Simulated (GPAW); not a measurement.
# Sn K-edge XANES of SnO2 (Pnnm)

Aim: the dependence of the Sn K near-edge features of SnO2 (Pnnm) on volume.

Calculated with GPAW 26.7.0; X-ray absorption from dipole matrix elements to empty bands, plane-wave PAW LDA.

**1. The structure**

The structure is orthorhombic, space group Pnnm (No. 58). Conventional cell: a = 4.788 Å, b = 4.867 Å, c = 3.241 Å, α = 90.00°, β = 90.00°, γ = 90.00°. Sn has 6 O at 2.09 to 2.10 Å nearest. Nearest to O lie 3 Sn at 2.09 to 2.10 Å. Farther neighbours and most contacts between anions are not listed.

Structure file:

```cif
data_structure
_symmetry_space_group_name_H-M 'P 1'
_symmetry_Int_Tables_number 1
_cell_length_a 4.7880
_cell_length_b 4.8666
_cell_length_c 3.2409
_cell_angle_alpha 90.000
_cell_angle_beta 90.000
_cell_angle_gamma 90.000
_cell_volume 75.52
loop_
_atom_site_label
_atom_site_type_symbol
_atom_site_fract_x
_atom_site_fract_y
_atom_site_fract_z
_atom_site_occupancy
Sn1 Sn 0.00000 0.00000 0.00000 1
Sn2 Sn 0.50000 0.50000 0.50000 1
O3 O 0.70815 0.67896 0.00000 1
O4 O 0.20814 0.82104 0.50000 1
O5 O 0.79185 0.17896 0.50000 1
O6 O 0.29185 0.32104 0.00000 1
```

**2. Ground state of the crystal**

A plain self-consistent run shows whether there is a gap, which decides the set-up of the core-hole run.

scf.py reads:

```python
import numpy as np
from ase import Atoms
from ase.parallel import parprint, paropen
from gpaw import GPAW, PW, FermiDirac, Mixer, MixerDif, setup_paths
from gpaw.test import gen
setup_paths.insert(0, '.')
gen('Sn', name='nch1s', xcname='LDA', corehole=(1, 0, 0), write_xml=True)
from gpaw.mpi import world
world.barrier()

atoms = Atoms('Sn2O4',
    cell=[[4.788004, 0, 0],
     [0, 4.866582, 0],
     [0, 0, 3.240898]],
    scaled_positions=[[0, 0, 0],
     [0.5, 0.5, 0.5],
     [0.708145, 0.678958, 0],
     [0.208145, 0.821042, 0.5],
     [0.791855, 0.178958, 0.5],
     [0.291855, 0.321042, 0]],
    pbc=True)
atoms.calc = calc = GPAW(legacy_gpaw=True, mode=PW(500), xc='LDA', setups={0: 'nch1s'},
    kpts={'size': (5, 5, 8), 'gamma': True}, occupations=FermiDirac(0.05),
    charge=0, mixer=Mixer(0.1, 5, 50), maxiter=150,
    convergence={'density': 0.0001}, txt='scf.txt')
energy = atoms.get_potential_energy() + calc.get_reference_energy()
ef = calc.get_fermi_level()
out = dict(energy=energy, fermi=ef, forces=atoms.get_forces().tolist())
parprint(f'all-electron energy {energy:.4f} eV, Fermi level {ef:.4f} eV')
ev = np.array([[calc.get_eigenvalues(k, s) for k in range(len(calc.get_ibz_k_points()))] for s in range(calc.get_number_of_spins())])
out['homo'], out['lumo'], out['counts'] = ev[ev < ef].max(), ev[ev > ef].min(), sorted(set((ev < ef).sum((0, 2)).tolist()))
out['filled'] = (ev[:, 0] < ef).sum(1).tolist()
import json
with paropen('out.json', 'w') as f:
    json.dump(out, f)
```

Started as:

```console
$ OMP_NUM_THREADS=1 mpirun -n 2 gpaw python scf.py
```

Numbers of over 12 decimals in the logs are rounded to 6 here.

Log:

```text
Input parameters:
  convergence: {density: 0.0001}
  kpts: {gamma: True,
         size: (5, 5, 8)}
  maxiter: 150
  mixer: {backend: pulay,
          beta: 0.1,
          method: separate,
          nmaxold: 5,
          weight: 50}
  mode: {ecut: 500.0,
         name: pw}
  occupations: {fixmagmom: False,
                name: fermi-dirac,
                width: 0.05}
  setups: {0: nch1s}

Initialize ...

[... PAW data sets ...]

Reference energy: -343842.805895  # eV

Spin-paired calculation

[... convergence settings ...]
Symmetries present (total): 4
  [... symmetry matrices ...]

200 k-points: 5 x 5 x 8 Monkhorst-Pack grid + [0.000000,0.000000,1/16]
65 k-points in the irreducible part of the Brillouin zone
       k-points in crystal coordinates                weights
   0:     0.00000000    0.00000000    0.00000000          1/200
   1:     0.00000000    0.00000000    0.12500000          2/200
   2:     0.00000000    0.00000000    0.25000000          2/200
   3:     0.00000000    0.00000000    0.37500000          2/200
   4:     0.00000000    0.00000000    0.50000000          1/200
   5:     0.00000000    0.20000000    0.00000000          2/200
   6:     0.00000000    0.20000000    0.12500000          4/200
   7:     0.00000000    0.20000000    0.25000000          4/200
   8:     0.00000000    0.20000000    0.37500000          4/200
   9:     0.00000000    0.20000000    0.50000000          2/200
          ...
  64:     0.40000000    0.40000000    0.50000000          2/200

Wave functions: Plane wave expansion
  Cutoff energy: 500.000 eV
  Number of coefficients (min, max): 1899, 1934
  Pulay-stress correction: 0.000000 eV/Ang^3 (de/decut=0.000000)
  Using FFTW library
  Wavefunction extrapolation:
    Improved wavefunction reuse through dual PAW basis

Occupation numbers: Fermi-Dirac:
  width: 0.0500  # eV

Eigensolver
   Davidson(niter=2)

Densities:
  Coarse grid: 25*27*18 grid
  Fine grid: 50*54*36 grid
  Total Charge: 0.000000

Density mixing:
  Method: separate
  Backend: pulay
  Linear mixing parameter: 0.1
  old densities: 5
  Width of damping distribution: 1.1
  Damping of long wavelength oscillations: 50

[... Hamiltonian set-up ...]
Number of atoms: 6
Number of atomic orbitals: 34
Number of bands in calculation: 34
Number of valence electrons: 52
Bands to converge: occupied

... initialized

Initializing position-dependent things.

Density initialized from atomic densities
Creating initial wave functions:
  34 bands from LCAO basis set

Positions:
   0 Sn     0.000000    0.000000    0.000000    ( 0.0000,  0.0000,  0.0000)
   1 Sn     2.394002    2.433291    1.620449    ( 0.0000,  0.0000,  0.0000)
   2 O      3.390601    3.304205    0.000000    ( 0.0000,  0.0000,  0.0000)
   3 O      0.996599    3.995668    1.620449    ( 0.0000,  0.0000,  0.0000)
   4 O      3.791405    0.870914    1.620449    ( 0.0000,  0.0000,  0.0000)
   5 O      1.397403    1.562377    0.000000    ( 0.0000,  0.0000,  0.0000)

Unit cell:
           periodic     x           y           z      points  spacing
  1. axis:    yes    4.788004    0.000000    0.000000    25     0.1915
  2. axis:    yes    0.000000    4.866582    0.000000    27     0.1802
  3. axis:    yes    0.000000    0.000000    3.240898    18     0.1800

  Lengths:   4.788004   4.866582   3.240898
  Angles:   90.000000  90.000000  90.000000

Effective grid spacing dv^(1/3) = 0.1839

iter:   1   -47.199079
iter:   2   -44.615132   -0.67  -0.91
iter:   3   -42.114634   -0.52  -1.02
iter:   4   -42.151869   -1.46  -1.40
iter:   5   -41.983952   -2.28  -1.74
iter:   6   -41.985614   -3.65  -2.68
iter:   7   -41.984518c  -4.36  -2.62
iter:   8   -41.983572c  -4.14  -2.85
iter:   9   -41.983559c  -5.73  -3.69
iter:  10   -41.983562c  -5.98  -3.72
iter:  11   -41.983550c  -5.93  -3.86
iter:  12   -41.983548c  -7.25  -4.11c
iter:  13   -41.983548c  -8.59c -4.63c

Converged after 13 iterations.

Dipole moment: (-0.000000, -0.000000, -0.000000) |e|*Ang

Energy contributions relative to reference atoms: (reference = -343842.805895)

Kinetic:        +36.337647
Potential:      -31.030259
External:        +0.000000
XC:             -46.741630
Entropy (-ST):   -0.000016
Local:           -0.549297
SIC:             +0.000000
--------------------------
Free energy:    -41.983556
Extrapolated:   -41.983548

Showing only first 2 kpts
 Kpt  Band  Eigenvalues  Occupancy
  0    24      4.35982    2.00000
  0    25      4.98788    1.99878
  0    26      5.67072    0.00383
  0    27     10.52691    0.00000

  1    24      4.39852    2.00000
  1    25      4.93093    1.99961
  1    26      6.64930    0.00000
  1    27     10.81626    0.00000

Fermi level: 5.35788

Gap: 0.683 eV
Transition (v -> c):
  (s=0, k=0, n=25, [0.00, 0.00, 0.00]) -> (s=0, k=0, n=26, [0.00, 0.00, 0.00])
No difference between direct/indirect transitions

Forces in eV/Ang:
  0 Sn    0.00000    0.00000    0.00000
  1 Sn    0.00000    0.00000    0.00000
  2 O    -0.20382   -0.04959    0.00000
  3 O    -0.23382    0.04522    0.00000
  4 O     0.23382   -0.04522    0.00000
  5 O     0.20382    0.04959    0.00000
Scalar-relativistic atomic LDA calculation for Sn (Tin, Z=50)
Core hole in 1s state (1s occupation: 2.0)
750 radial gridpoints.
|------------------------------------------------|
|------------------------------------------------|
[... the atom generator's iteration count ...]

Energy contributions:
-------------------------
Kinetic:    +6433.602378
XC:          -159.347132
Potential: -12443.201828
-------------------------
Total:      -6168.946582

state      eigenvalue         ekin         rmax
-----------------------------------------------
1s^2.0 : -1063.730537  1353.317949        0.019
2s^2.0 :  -160.675785   281.234255        0.106
2p^6.0 :  -144.457695   266.941499        0.085
3s^2.0 :   -30.987638    80.007389        0.308
3p^6.0 :   -25.667637    74.293258        0.301
3d^10.0:   -17.408854    67.551481        0.251
4s^2.0 :    -4.906972    21.601013        0.745
4p^6.0 :    -3.291998    18.274761        0.788
4d^10.0:    -0.952163    12.016196        0.887
5s^2.0 :    -0.396843     2.800661        2.004
5p^2.0 :    -0.142200     1.472983        2.539
-----------------------------------------------
(units: Bohr and Hartree)

Generating PAW setup
Kinetic energy of the core from tauc = 6485.771847213579
Cutoffs:
rc(s)=2.270
rc(p)=2.400
rc(d)=2.240
rc(vbar)=2.250
rc(comp)=2.260
rc(nct)=2.400

Kinetic energy of the core states: 6304.893134
Charge: 0.0
Core electrons: 36.0
Valence electrons: 14.0
Pseudo-core charge: 0.328396
Shape function alpha=1.958
Pseudo-electron charge 6.835440
state    eigenvalue         norm
--------------------------------
5s(2) :    -0.396843     1.152734
*s    :     0.603157
5p(2) :    -0.142200     1.024228
*p    :     0.857800
4d(10):    -0.952163     0.215312
*d    :     0.047837
--------------------------------

Diagonalizing with gridspacing h=0.050

state   all-electron     PAW
-------------------------------
5s:      -0.396843    -0.397377
5p:      -0.142200    -0.142842
4d:      -0.952163    -0.953074
*f:                    0.066259
-------------------------------
all-electron energy -343884.7894 eV, Fermi level 5.3579 eV
```

The job ended after 34 s (2 MPI ranks of Arm Neoverse V2, shared host; peak memory 0.25 GiB).

The mesh shows a gap of 0.68 eV, so the hole is first treated in a charged cell, without the excited electron.

**3. Reference energy of the supercell**

The photon energy needs a difference of total energies, so the cell and mesh of the coming hole run are first run without a hole.

Edit scf.py of step 2 so:

```diff
@@ -10,15 +10,21 @@
 
-atoms = Atoms('Sn2O4',
-    cell=[[4.788004, 0, 0],
-     [0, 4.866582, 0],
-     [0, 0, 3.240898]],
+atoms = Atoms('Sn4O8',
+    cell=[[-4.788004, 0, -3.240898],
+     [4.788004, 0, -3.240898],
+     [0, -4.866582, -3.240898]],
     scaled_positions=[[0, 0, 0],
-     [0.5, 0.5, 0.5],
-     [0.708145, 0.678958, 0],
-     [0.208145, 0.821042, 0.5],
-     [0.791855, 0.178958, 0.5],
-     [0.291855, 0.321042, 0]],
+     [0.5, 0.5, 0],
+     [0.75, 0.25, 0.5],
+     [0.25, 0.75, 0.5],
+     [0.9854065, 0.6935515, 0.321042],
+     [0.4854065, 0.1935515, 0.321042],
+     [0.0564485, 0.2645935, 0.178958],
+     [0.5564485, 0.7645935, 0.178958],
+     [0.4435515, 0.2354065, 0.821042],
+     [0.9435515, 0.7354065, 0.821042],
+     [0.0145935, 0.3064485, 0.678958],
+     [0.5145935, 0.8064485, 0.678958]],
     pbc=True)
 atoms.calc = calc = GPAW(legacy_gpaw=True, mode=PW(500), xc='LDA', setups={0: 'nch1s'},
-    kpts={'size': (5, 5, 8), 'gamma': True}, occupations=FermiDirac(0.05),
+    kpts={'size': (3, 3, 3), 'gamma': True}, occupations=FermiDirac(0.02),
     charge=0, mixer=Mixer(0.1, 5, 50), maxiter=150,
```

Log:

```text
Input parameters:
  convergence: {density: 0.0001}
  kpts: {gamma: True,
         size: (3, 3, 3)}
  maxiter: 150
  mixer: {backend: pulay,
          beta: 0.1,
          method: separate,
          nmaxold: 5,
          weight: 50}
  mode: {ecut: 500.0,
         name: pw}
  occupations: {fixmagmom: False,
                name: fermi-dirac,
                width: 0.02}
  setups: {0: nch1s}

Initialize ...

[...]
<dir> UserWarning: Initial realspace grid (30,30,32) inconsistent with symmetries.
  warnings.warn(
<dir> UserWarning: Using symmetrized grid: (32,32,32).

  warnings.warn('Using symmetrized grid: ({},{},{}).\n'.format(*N_c))
<dir> UserWarning: Initial realspace grid (30,30,32) inconsistent with symmetries.
  warnings.warn(
<dir> UserWarning: Using symmetrized grid: (32,32,32).

  warnings.warn('Using symmetrized grid: ({},{},{}).\n'.format(*N_c))
all-electron energy -687769.5785 eV, Fermi level 5.3296 eV
[key lines of the parts left out:]
Converged after 13 iterations.
Dipole moment: (-0.000000, 0.000000, 0.000000) |e|*Ang
Free energy:    -83.966708
Fermi level: 5.32961
```

Elapsed: 26 s, on 2 MPI ranks; peak memory 0.29 GiB.

Reference energy: -687769.578 eV with the cores included.

(Continued in part 2 of 3.)

[Banner, clock and machine lines of the logs are left out without a mark of their own.]

[Logs are printed without paths, hosts, clocks, repeated set-up lines and the standing remarks that a program may print on its own settings, such as how far it seeks lower states.]

[Hosts, paths, dates, database ids (printed as entryN), source tags and the programs' standing remarks are cut or masked in the printed files.]

[Lists of maxima count a maximum above −3 eV only where it reaches 4 % of the highest in the window and stands out from its surroundings by 2 % of it (1.5 % where it reaches 55 %); shoulders and weaker maxima are passed over, and of the rest the first, up to two pre-edge ones and the few strongest are named.]
